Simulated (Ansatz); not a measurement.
# A thicker film of GaN (10-10) from four thinner ones

In a field along its normal an insulating film takes a dipole p. Written as a length, p/(ε₀AE), it should grow by 1 − 1/ε for each ångström added.

Set-up. Ansatz 0.2.0, plane waves with PAW datasets (its set soft_2), PBE; wurtzite films relaxed at a bulk in-plane lattice constant near the measured one, then held in weak fields of both signs with a dipole correction (A is the cell's area, E the outer field).

| run | distance between the outer atoms (Å) | p/(ε₀AE) (Å) |
| --- | --- | --- |
| 3 units | 6.562 | 7.580 |
| 4 units | 9.363 | 9.917 |
| 5 units | 12.165 | 12.244 |
| 6 units | 14.968 | 14.572 |
| 8 units | 20.575 | ? |

**Question.** What value belongs in the row marked “?”, and how far can the other rows tell?

A least-squares line through the 4 rows shown has slope 0.8317 and intercept 2.1254; no row lies more than 0.004 Å off it. That slope means ε = 1/(1 − 0.8317) = 5.94. At 20.575 it gives 0.8317 × 20.575 + 2.1254 = 19.238 Å, beyond the rows fitted. Rounding and scatter of the rows alone allow about ±0.010 Å there.

The run itself gives 19.231 Å: a miss of −0.007 Å, or 0.0 % of the value. The length is met to within 1 %, though ε is more sensitive than the length: the two thickest films give ε = 5.91.

Caveats: This is the electronic response alone. A unit is one step of the cut along the normal (a plane, a pair of planes or a cell), and the layers relax along it, away from their bulk spacing where the functional's lattice constant differs from the one held.
